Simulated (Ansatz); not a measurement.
# Br on Fe(100): change of the work function

How does Br on the hollow site change the work function of Fe(100) as the layer fills?

Main program and level: Ansatz 0.2.0; plane-wave DFT, PBE, Ansatz PAW, in the first sound run; inputs show where later runs differ.

## Step 1: The starting structure

The cell holds 5 atoms: 5 Fe. Its edges and angles: a = 2.870 Å, b = 2.870 Å, c = 23.740 Å, α = 90.0°, β = 90.0°, γ = 90.0°. Vacuum lies along c.

## Step 2: The clean slab

The bare slab comes first, as the zero from which every change is counted. The two lowest layers are held at bulk places and the upper ones relax. The dipole correction removes the false field that a one-sided slab makes across the periodic vacuum, so each face gets a flat vacuum level of its own.

input.yaml

```yaml
crystal:
  lattice:
    - [2.87, 0.0, 0.0]
    - [0.0, 2.87, 0.0]
    - [0.0, 0.0, 23.74]
  atoms:
    - { symbol: Fe, position: [0.0, 0.0, 0.3791069924], spin: 2.5 }
    - { symbol: Fe, position: [0.5, 0.5, 0.4395534962], spin: 2.5 }
    - { symbol: Fe, position: [0.0, 0.0, 0.5], spin: 2.5 }
    - { symbol: Fe, position: [0.5, 0.5, 0.5604465038], spin: 2.5 }
    - { symbol: Fe, position: [0.0, 0.0, 0.6208930076], spin: 2.5 }
magnetization:
  spin_polarized: true
kpoints:
  mp_grid: { grid: [10, 10, 1] }
hamiltonian:
  xc: pbe
scf:
  occupations: { method: fermi_dirac, width: 0.1 }
  convergence: { dr2_threshold: 1.0e-08 }
efield:
  axis: 3
  dipole_correction: true
  ramp_position: 0.97
  ramp_width: 0.06
relax:
  f_tol: 0.02
  max_steps: 60
  constraints: [{ sites: [0, 1] }]
output:
  write_potential: true
  write_density: true
  volumetric_format: npy
```

Started as:

```
> ansatz run input.yaml --threads 4 --pin off --max-ram 12288MiB --backend cpu --events-out ev --progress --plain --runs-dir out
```

Numbers of over 12 decimals in the logs are rounded to 6 here.

The log of the run:

```text
Engine: ansatz 0.2.0, x86_64-unknown-linux-gnu
Pseudopotentials: kind: paw
Pseudopotential: Fe, paw, valence charge 16, recommended cutoff 420 eV (normal), Fe.paw.azcp
Functional definition: PBE
  parameter kappa = 0.804
  parameter beta = 0.066725
  exchange = pbe_x(kappa = kappa, mu = beta*pi^2/3)
  correlation = pbe_c(beta = beta)
Crystal: 5 atoms, lattice volume = 195.544 Å³
Basis set: ecut = 420 eV, 3827 PW (Γ), exchange–correlation on 40×40×320 points (8 copies of the dense FFT grid, shifted against one another)
Bands: 56, of which v1, the nominal top of the filled ones, is band 40 counted from 1 (39 counted from 0)
Symmetry: 8 space group operations
k-points: 21 of 100
Non-local potential: Fe, projectors of the file, l = 0: 3, l = 1: 2, l = 2: 3, l = 3: 1
PAW form: soft (Blöchl's): semilocal exchange-correlation on the pseudo side does not see the compensation charge
PAW one-centre angular grid: Fe, 590 points (default); XC on 64 Gauss nodes
Initial density: superposition of atomic densities (neutral atoms: chi_scale 0, normalization atom)
Starting moments: Σ|m| = 12.5 μB on 5 of 5 sites
Initial wavefunctions: pseudopotential atomic-orbital guess
Functional: x = pbe(κ = 0.804, μ = 0.219515), c = pbe(β = 0.066725)
SCF iter   1: F=—  HF=-22399.003503 eV  |F-HF|=—  |Δ(HF+E_count)|=         —  Δρ=4.37e-2 (↑1.80e-2 ↓4.37e-2)  dr2=1.35e1  dr2_m=1.15e0  M=12.634 μB ∫|m|=12.767 μB  β_m=1.00  ethr=3.10e-3  p=0.000 e·Å  D=1.69e-13 V/Å  ΔV_dip=-0.00 eV  dr2_dipole=4.20e-8  V_vac-E_F(+/−)=7.33/7.33 eV  ⟨swp⟩=10.5  Hψ=12217  notcnv=0  defer=27
Mixer restart at iter 1: flushing history
efield: sawtooth ramp at fractional position 0.9700 (set: `efield.ramp_position`, or a place that a band, a saddle search or an elastic batch's reference lends), width 0.0600; the density the first Hamiltonian is built on has a dipole p = 0.000 e·Å; the dipole correction subtracts the counter field D = 1.69e-13 V/Å, which shifts the + side's vacuum level by -0.00 eV against the − side's; the planar-averaged density in the ramp window peaks in size at 5.2e-7 e/Å³
preconditioner: auto → LDOS  [metal: Δε(μ)=0.007 eV  Ē_g=6.349 eV  σ=0.100 eV  W_gap=0.02  n_scr=44 (ndim 8)  ℏωp=16.8 eV  f_vac=0.612  D(μ)=7.07/eV (n_scr^D=62)]
spin=Collinear: LDOS preconditioning applied to the charge; magnetization (m = ρ↑ − ρ↓) channel mixes plain (no charge-response kernel on spin).
SCF iter   2: F=—  HF=-22397.245950 eV  |F-HF|=—  |Δ(HF+E_count)|=    1.76e0  Δρ=1.34e-2 (↑1.34e-2 ↓1.11e-2)  dr2=2.59e0  dr2_m=1.32e-1  M=12.888 μB ∫|m|=13.263 μB  β_m=0.36  ethr=3.10e-3  p=-0.000 e·Å  D=-2.88e-6 V/Å  ΔV_dip=0.00 eV  dr2_dipole=3.54e-10  V_vac-E_F(+/−)=5.73/5.73 eV  ⟨swp⟩=3.1  Hψ=4350  notcnv=0  defer=109
density mixer auto → msr1: a metal under ldos (density of states about μ 2.82 of a free-electron gas's, 44 screened modes)
SCF iter   3: F=—  HF=-22398.654337 eV  |F-HF|=—  |Δ(HF+E_count)|=    1.41e0  Δρ=6.93e-3 (↑6.93e-3 ↓4.42e-3)  dr2=2.25e-1  dr2_m=2.80e-2  M=12.936 μB ∫|m|=13.432 μB  β_m=0.46  ethr=3.10e-3  p=-0.000 e·Å  D=-2.69e-6 V/Å  ΔV_dip=0.00 eV  dr2_dipole=9.99e-11  V_vac-E_F(+/−)=4.59/4.59 eV  ⟨swp⟩=2.8  Hψ=3467  notcnv=0  defer=109
SCF iter   4: F=—  HF=-22399.651566 eV  |F-HF|=—  |Δ(HF+E_count)|=         —  Δρ=7.29e-3 (↑7.29e-3 ↓5.75e-3)  dr2=4.31e-2  dr2_m=6.48e-2  M=13.322 μB ∫|m|=13.873 μB  β_m=0.46  ethr=2.81e-4  p=-0.000 e·Å  D=-2.73e-6 V/Å  ΔV_dip=0.00 eV  dr2_dipole=8.08e-10  V_vac-E_F(+/−)=3.98/3.98 eV  ⟨swp⟩=3.2  Hψ=4234  notcnv=0  defer=104
SCF iter   5: F=—  HF=-22399.843924 eV  |F-HF|=—  |Δ(HF+E_count)|=   1.92e-1  Δρ=3.26e-3 (↑3.26e-3 ↓2.72e-3)  dr2=1.19e-2  dr2_m=1.36e-2  M=13.297 μB ∫|m|=13.869 μB  β_m=0.64  ethr=5.39e-5  p=0.000 e·Å  D=1.64e-7 V/Å  ΔV_dip=-0.00 eV  dr2_dipole=1.98e-10  V_vac-E_F(+/−)=3.79/3.79 eV  ⟨swp⟩=2.6  Hψ=4895  notcnv=0  defer=103
SCF iter   6: F=—  HF=-22399.878917 eV  |F-HF|=—  |Δ(HF+E_count)|=   3.50e-2  Δρ=2.03e-3 (↑2.03e-3 ↓1.44e-3)  dr2=5.84e-3  dr2_m=3.98e-3  M=13.344 μB ∫|m|=13.919 μB  β_m=0.73  ethr=1.49e-5  p=0.000 e·Å  D=4.42e-7 V/Å  ΔV_dip=-0.00 eV  dr2_dipole=3.62e-13  V_vac-E_F(+/−)=3.83/3.83 eV  ⟨swp⟩=2.6  Hψ=4731  notcnv=0  defer=105
SCF iter   7: F=—  HF=-22399.879975 eV  |F-HF|=—  |Δ(HF+E_count)|=   1.06e-3  Δρ=5.22e-4 (↑5.22e-4 ↓3.80e-4)  dr2=5.49e-4  dr2_m=1.84e-4  M=13.333 μB ∫|m|=13.913 μB  β_m=0.76  ethr=7.30e-6  p=0.000 e·Å  D=5.11e-7 V/Å  ΔV_dip=-0.00 eV  dr2_dipole=2.37e-12  V_vac-E_F(+/−)=3.82/3.82 eV  ⟨swp⟩=2.1  Hψ=4009  notcnv=0  defer=105
SCF iter   8: F=—  HF=-22399.880296 eV  |F-HF|=—  |Δ(HF+E_count)|=   3.21e-4  Δρ=2.46e-4 (↑2.46e-4 ↓2.37e-4)  dr2=2.20e-4  dr2_m=3.22e-5  M=13.336 μB ∫|m|=13.918 μB  β_m=0.72  ethr=6.87e-7  p=0.000 e·Å  D=2.51e-7 V/Å  ΔV_dip=-0.00 eV  dr2_dipole=1.37e-11  V_vac-E_F(+/−)=3.83/3.83 eV  ⟨swp⟩=3.4  Hψ=4943  notcnv=0  defer=106
SCF iter   9: F=—  HF=-22399.880313 eV  |F-HF|=—  |Δ(HF+E_count)|=   1.73e-5  Δρ=9.58e-5 (↑8.22e-5 ↓9.58e-5)  dr2=2.78e-5  dr2_m=8.75e-6  M=13.339 μB ∫|m|=13.921 μB  β_m=0.86  ethr=2.75e-7  p=0.000 e·Å  D=8.87e-8 V/Å  ΔV_dip=-0.00 eV  dr2_dipole=1.55e-11  V_vac-E_F(+/−)=3.83/3.83 eV  ⟨swp⟩=2.1  Hψ=3752  notcnv=0  defer=110
SCF iter  10: F=—  HF=-22399.880329 eV  |F-HF|=—  |Δ(HF+E_count)|=   1.57e-5  Δρ=6.14e-5 (↑6.14e-5 ↓2.52e-5)  dr2=1.06e-5  dr2_m=1.01e-6  M=13.340 μB ∫|m|=13.922 μB  β_m=0.75  ethr=3.47e-8  p=0.000 e·Å  D=8.05e-8 V/Å  ΔV_dip=-0.00 eV  dr2_dipole=2.32e-11  V_vac-E_F(+/−)=3.83/3.83 eV  ⟨swp⟩=2.1  Hψ=4072  notcnv=0  defer=110
SCF iter  11: F=—  HF=-22399.880327 eV  |F-HF|=—  |Δ(HF+E_count)|=   2.05e-6  Δρ=3.46e-5 (↑3.46e-5 ↓2.11e-5)  dr2=3.10e-6  dr2_m=4.92e-7  M=13.340 μB ∫|m|=13.922 μB  β_m=0.69  ethr=1.32e-8  p=-0.000 e·Å  D=-2.85e-9 V/Å  ΔV_dip=0.00 eV  dr2_dipole=5.06e-12  V_vac-E_F(+/−)=3.83/3.83 eV  ⟨swp⟩=2.4  Hψ=3920  notcnv=0  defer=110
SCF iter  12: F=—  HF=-22399.880327 eV  |F-HF|=—  |Δ(HF+E_count)|=   2.25e-7  Δρ=4.90e-6 (↑4.75e-6 ↓4.90e-6)  dr2=6.18e-8  dr2_m=2.70e-8  M=13.340 μB ∫|m|=13.922 μB  β_m=0.84  ethr=3.87e-9  p=0.000 e·Å  D=3.51e-8 V/Å  ΔV_dip=-0.00 eV  dr2_dipole=2.66e-12  V_vac-E_F(+/−)=3.84/3.84 eV  ⟨swp⟩=2.8  Hψ=3784  notcnv=0  defer=108
SCF iter  13: F=—  HF=-22399.880327 eV  |F-HF|=—  |Δ(HF+E_count)|=   9.23e-8  Δρ=1.65e-6 (↑1.65e-6 ↓1.07e-6)  dr2=9.77e-9  dr2_m=1.95e-9  M=13.340 μB ∫|m|=13.922 μB  β_m=0.87  ethr=7.72e-11  p=-0.000 e·Å  D=-3.43e-8 V/Å  ΔV_dip=0.00 eV  dr2_dipole=2.86e-12  V_vac-E_F(+/−)=3.84/3.84 eV  ⟨swp⟩=2.9  Hψ=4346  notcnv=0  defer=108
[...]
spin=Collinear: LDOS preconditioning applied to the charge; magnetization (m = ρ↑ − ρ↓) channel mixes plain (no charge-response kernel on spin).
SCF iter   2: F=—  HF=-22399.901306 eV  |F-HF|=—  |Δ(HF+E_count)|=   5.65e-3  Δρ=7.65e-4 (↑7.18e-4 ↓7.65e-4)  dr2=5.65e-3  dr2_m=1.54e-4  M=13.227 μB ∫|m|=13.785 μB  β_m=0.32  ethr=2.71e-5  p=0.001 e·Å  D=5.24e-4 V/Å  ΔV_dip=-0.01 eV  dr2_dipole=6.35e-4  V_vac-E_F(+/−)=3.82/3.83 eV  ⟨swp⟩=2.0  Hψ=3723  notcnv=0  defer=107
density mixer auto → msr1: a metal under ldos (density of states about μ 2.50 of a free-electron gas's, 44 screened modes)
SCF iter   3: F=—  HF=-22399.900967 eV  |F-HF|=—  |Δ(HF+E_count)|=   3.39e-4  Δρ=7.20e-4 (↑7.20e-4 ↓3.88e-4)  dr2=1.64e-3  dr2_m=3.29e-4  M=13.224 μB ∫|m|=13.780 μB  β_m=0.59  ethr=7.06e-6  p=0.001 e·Å  D=5.33e-4 V/Å  ΔV_dip=-0.01 eV  dr2_dipole=2.23e-4  V_vac-E_F(+/−)=3.82/3.83 eV  ⟨swp⟩=1.4  Hψ=2453  notcnv=0  defer=108
SCF iter   4: F=—  HF=-22399.901537 eV  |F-HF|=—  |Δ(HF+E_count)|=   5.70e-4  Δρ=3.39e-4 (↑3.39e-4 ↓1.78e-4)  dr2=2.35e-4  dr2_m=1.05e-4  M=13.220 μB ∫|m|=13.775 μB  β_m=0.69  ethr=2.05e-6  p=-0.000 e·Å  D=-7.00e-5 V/Å  ΔV_dip=0.00 eV  dr2_dipole=7.90e-5  V_vac-E_F(+/−)=3.83/3.83 eV  ⟨swp⟩=2.0  Hψ=3512  notcnv=0  defer=108
SCF iter   5: F=—  HF=-22399.901521 eV  |F-HF|=—  |Δ(HF+E_count)|=   1.63e-5  Δρ=1.20e-4 (↑8.78e-5 ↓1.20e-4)  dr2=3.60e-5  dr2_m=8.21e-6  M=13.220 μB ∫|m|=13.776 μB  β_m=0.72  ethr=2.94e-7  p=-0.001 e·Å  D=-6.31e-4 V/Å  ΔV_dip=0.01 eV  dr2_dipole=3.02e-7  V_vac-E_F(+/−)=3.85/3.83 eV  ⟨swp⟩=2.5  Hψ=4012  notcnv=0  defer=108
SCF iter   6: F=—  HF=-22399.901529 eV  |F-HF|=—  |Δ(HF+E_count)|=   8.21e-6  Δρ=1.37e-4 (↑1.37e-4 ↓4.35e-5)  dr2=3.25e-5  dr2_m=8.17e-6  M=13.219 μB ∫|m|=13.774 μB  β_m=0.62  ethr=4.50e-8  p=-0.001 e·Å  D=-8.21e-4 V/Å  ΔV_dip=0.02 eV  dr2_dipole=1.75e-6  V_vac-E_F(+/−)=3.85/3.83 eV  ⟨swp⟩=2.6  Hψ=4441  notcnv=0  defer=107
SCF iter   7: F=—  HF=-22399.901519 eV  |F-HF|=—  |Δ(HF+E_count)|=   1.03e-5  Δρ=2.52e-5 (↑2.52e-5 ↓1.43e-5)  dr2=9.01e-7  dr2_m=5.90e-7  M=13.220 μB ∫|m|=13.774 μB  β_m=0.75  ethr=4.06e-8  p=-0.001 e·Å  D=-9.66e-4 V/Å  ΔV_dip=0.02 eV  dr2_dipole=1.26e-7  V_vac-E_F(+/−)=3.85/3.83 eV  ⟨swp⟩=2.4  Hψ=3818  notcnv=0  defer=107
SCF iter   8: F=—  HF=-22399.901519 eV  |F-HF|=—  |Δ(HF+E_count)|=   3.89e-7  Δρ=1.53e-5 (↑1.53e-5 ↓1.23e-5)  dr2=8.65e-7  dr2_m=1.17e-7  M=13.220 μB ∫|m|=13.774 μB  β_m=0.63  ethr=1.13e-9  p=-0.001 e·Å  D=-1.03e-3 V/Å  ΔV_dip=0.02 eV  dr2_dipole=2.43e-8  V_vac-E_F(+/−)=3.86/3.83 eV  ⟨swp⟩=2.6  Hψ=4448  notcnv=0  defer=107
SCF iter   9: F=—  HF=-22399.901519 eV  |F-HF|=—  |Δ(HF+E_count)|=   8.37e-8  Δρ=4.37e-6 (↑2.91e-6 ↓4.37e-6)  dr2=6.64e-8  dr2_m=1.32e-8  M=13.220 μB ∫|m|=13.774 μB  β_m=0.62  ethr=1.08e-9  p=-0.001 e·Å  D=-1.05e-3 V/Å  ΔV_dip=0.02 eV  dr2_dipole=5.79e-9  V_vac-E_F(+/−)=3.86/3.83 eV  ⟨swp⟩=2.2  Hψ=3660  notcnv=0  defer=107
SCF iter  10: F=—  HF=-22399.901519 eV  |F-HF|=—  |Δ(HF+E_count)|=   1.80e-8  Δρ=3.85e-6 (↑3.85e-6 ↓1.51e-6)  dr2=3.15e-8  dr2_m=3.97e-9  M=13.220 μB ∫|m|=13.774 μB  β_m=0.51  ethr=8.30e-11  p=-0.001 e·Å  D=-1.05e-3 V/Å  ΔV_dip=0.02 eV  dr2_dipole=2.82e-10  V_vac-E_F(+/−)=3.86/3.83 eV  ⟨swp⟩=2.7  Hψ=4181  notcnv=0  defer=107
SCF iter  11: F=—  HF=-22399.901519 eV  |F-HF|=—  |Δ(HF+E_count)|=   7.31e-9  Δρ=7.36e-7 (↑7.36e-7 ↓6.38e-7)  dr2=1.20e-9  dr2_m=3.54e-10  M=13.220 μB ∫|m|=13.774 μB  β_m=0.50  ethr=3.94e-11  p=-0.001 e·Å  D=-1.06e-3 V/Å  ΔV_dip=0.03 eV  dr2_dipole=1.79e-12  V_vac-E_F(+/−)=3.86/3.83 eV  ⟨swp⟩=2.6  Hψ=3940  notcnv=0  defer=107
SCF iter  12: F=-22399.901519 eV  HF=-22399.901519 eV  |F-HF|=2.85e-9  |Δ(HF+E_count)|=   6.87e-9  Δρ=1.27e-6 (↑3.92e-7 ↓1.27e-6)  dr2=7.23e-9  dr2_m=5.33e-10  M=13.220 μB ∫|m|=13.774 μB  ethr=1.49e-12  p=-0.001 e·Å  D=-1.05e-3 V/Å  ΔV_dip=0.03 eV  dr2_dipole=5.05e-10  V_vac-E_F(+/−)=3.86/3.83 eV  ⟨swp⟩=5.6  Hψ=12961  notcnv=0
SCF 3 converged in 12 iterations: F = -22399.901519 eV  dr2 = 7.23e-9
relax step   3: F+E_penalty+E_count = -22399.90151914 eV  Δ(F+E_penalty+E_count) = -6.180e-3 eV  max|allowed force component| = 1.745e-2 eV/Å  Δτ_max = 0.0544 Å  (12 SCF iters, accepted)
NSCF: frozen V_eff on 21 k-points
the band table was solved once a step of the walk had ended and its energy, with any forces and stress, was formed, with the checks that follow a solve (13229 applications of the Hamiltonian). They found nothing against the state; the energy, forces and stress were not computed again (output.eigenvalues in the input reference)
WARN: The output density's exchange-correlation potential varies sharply where the density is thin. Do not read a vacuum level from v_tot or v_xc, or from such a field of the output density. On a cell that repeats whose density bears no net charge and no dipole along the vacuum's axis use v_es (v_loc + v_h of the components); under efield.dipole_correction with no amplitude use v_es + v_field, which holds any externa [...]
SCF converged after 12 iterations
Magnetization: 13.2196 μB (46.6098 up, 33.3902 down)
Absolute magnetization: 13.7748 μB (∫|ρ↑−ρ↓|, with the PAW one-centre terms)
Spin contamination: 0.2269 ħ² per cell (⟨S²⟩ above its minimum at these occupations)
Per-site moments (μB) at R_I (Å): [(2.971256, 1.025266), (2.378408, 1.021197), (2.502535, 1.021197), (2.306178, 1.004050), (2.917646, 1.004050)]
Free energy (F): -22399.901519 eV
Harris-Foulkes:  -22399.901519 eV  (|F-HF|=2.85e-9)
Internal energy: -22399.717438 eV  (E = F + TS)
E sigma→0 (E₀):  -22399.809478 eV
Entropy (-TS):   -0.184082 eV (-36.816 meV/atom)
Fermi energy:    2.830637 eV
Dipole field:    D = -0.001085 V/Å  (p = -0.001173 e·Å, saw-weighted, corrected)
Work function:   Φ+ = 3.8562 eV   Φ− = 3.8304 eV
Levels:          The Fermi level and band energies are counted from a zero that moves with the ramp; work functions are not
--- Per-component energies (eV) ---
  E_band       = -2318.881883
  E_kinetic    = 1740.074473
  E_local      = -149140.456422  (includes V_loc(G=0)·N_el)
  E_nonlocal   = 1108.494207
  E_hartree    = 73116.069739
  E_xc         = -582.133587
  E_vxc        = -749.021386  (∫ρ·V_xc dr)
  E_paw        = -6841.218718  (= ΣΔE_a)
  E_vpaw       = -1510.109334  (= ΣTr[D̂ρ^β])
  E_aug_tail   = 0.004031  (compensation charges beyond the density's cutoff)
  E_efield     = 0.000001  (sawtooth field / dipole correction)
  E_vefield    = -0.002344  (∫n·V_field dr)
  E_ewald      = 58199.448839
  E_smearing   = -0.184082  (= −TS)
  E_closure    = -0.000000  (closes the sum)
  Σ components = -22399.901519   (vs F -22399.901519, Δ=0.00e0)
--- Forces (eV/Å), atoms counted from 1 ---
  atom   1  Fe    -0.00000000     0.00000000     0.44640979
  atom   2  Fe     0.00000000     0.00000000    -0.44527161
  atom   3  Fe    -0.00000000     0.00000000    -0.00422110
  atom   4  Fe    -0.00000000     0.00000000    -0.01435387
  atom   5  Fe    -0.00000000     0.00000000     0.01744714
  max |Σ_I F_I| component: 1.04e-5 eV/Å
--- Band table (eV; the first three rows and the last of 42) ---
  k-point 0 ↑: bands = [... 36 lower, 0.7054, 0.8088, 0.9244, 1.2657, 1.4139, 1.4694, 1.4694, 1.8781, ... 12 higher]
  k-point 1 ↑: bands = [... 36 lower, 0.9404, 0.9430, 0.9953, 1.1268, 1.4384, 1.4458, 1.7296, 1.8519, ... 12 higher]
  k-point 2 ↑: bands = [... 36 lower, 1.0355, 1.0810, 1.1540, 1.3622, 1.4440, 1.4691, 1.8594, 1.8829, ... 12 higher]
  k-point 20 ↓: bands = [... 36 lower, 4.1769, 4.5081, 4.6201, 4.6580, 4.6787, 4.7452, 4.7685, 4.8144, ... 12 higher]
--- Relaxed structure (3 steps of the walk, 3 accepted, 0 SCFs on fresh bases) ---
  F+E_penalty+E_count = -22399.90151914 eV   max|allowed force component| = 1.745e-2 eV/Å
  atoms:
    - { symbol: Fe, position: [0.0, 0.0, 0.3791069924] }
    - { symbol: Fe, position: [0.5, 0.5, 0.4395534962] }
    - { symbol: Fe, position: [0, 0.0, 0.499278] }
    - { symbol: Fe, position: [0.5, 0.5, 0.559881] }
    - { symbol: Fe, position: [0, 0.0, 0.616492] }
```

Wall time 24 s (4 threads of Intel Xeon 6975P-C (Granite Rapids), shared host); peak memory 0.8 GiB.

The steps of the relaxation:

```tsv
step	energy less that of the first step (eV)	largest force component (eV/Å)
1	0.0000	0.4526
2	-0.0150	0.2499
3	-0.0212	0.0174
```

The run keeps the 8 symmetry operations that it works with, so distortions that break them were not tested.

The atoms that moved most (Å):

```tsv
atom	dx	dy	dz	length
Fe5	0.000	0.000	-0.104	0.104
Fe3	0.000	0.000	-0.017	0.017
Fe4	0.000	0.000	-0.013	0.013
```

The relaxed structure:

```xyz
5
Lattice="2.8700 0.0000 0.0000 0.0000 2.8700 0.0000 0.0000 0.0000 23.7400" Properties=species:S:1:pos:R:3
Fe    0.0000    0.0000    9.0000
Fe    1.4350    1.4350   10.4350
Fe    0.0000    0.0000   11.8528
Fe    1.4350    1.4350   13.2916
Fe    0.0000    0.0000   14.6355
```

Numbers from this step:

```yaml
energy_at_zero_smearing: -22399.8095 eV
total_moment: 13.22 μB
site_moments: 2.971, 2.378, 2.503, 2.306, 2.918 μB
work_function_upper_face: 3.856 eV
work_function_lower_face: 3.830 eV
dipole_along_the_normal: -0.001173 e·Å
step_between_the_vacuum_levels: 0.02577 eV
```

Running mean over 1.435 Å of the planar mean; the ramp of the sawtooth is left out. Table of electron's electrostatic potential energy less the Fermi level by z:

```tsv
z (Å)	electron's electrostatic potential energy less the Fermi level (eV)
3.0	3.83
3.5	3.83
4.0	3.83
4.5	3.83
5.0	3.83
5.5	3.82
6.0	3.79
6.5	3.70
7.0	3.41
7.5	2.41
8.0	-0.871
8.5	-5.84
9.0	-9.01
9.5	-9.59
10.0	-9.60
10.5	-9.62
11.0	-9.71
11.5	-9.67
12.0	-9.56
12.5	-9.52
13.0	-9.63
13.5	-10.2
14.0	-10.5
14.5	-9.82
15.0	-7.06
15.5	-2.15
16.0	1.87
16.5	3.28
17.0	3.68
17.5	3.80
18.0	3.84
18.5	3.85
19.0	3.85
19.5	3.86
20.0	3.86
20.5	3.86
```

Site moment by atom:

```tsv
atom	site moment (μB)
Fe1	2.97
Fe2	2.38
Fe3	2.50
Fe4	2.31
Fe5	2.92
```

The relaxation took 3 steps and lowered the energy by 0.021 eV; the largest force on the free atoms ends at 0.017 eV/Å.

The work function of the upper face is 3.86 eV.

(Continued in part 2 of 5.)

[Logs are printed without paths, hosts, clocks, repeated set-up lines and the standing remarks that a program may print on its own settings, such as how far it seeks lower states.]

[Hosts, paths, dates, database ids (printed as entryN), source tags and the programs' standing remarks are cut or masked in the printed files.]

[Maps of the electrostatic potential energy from Ansatz leave out the sawtooth potential of an applied field or a dipole correction, so their vacuum need not be flat; planar profiles and work functions include it.]
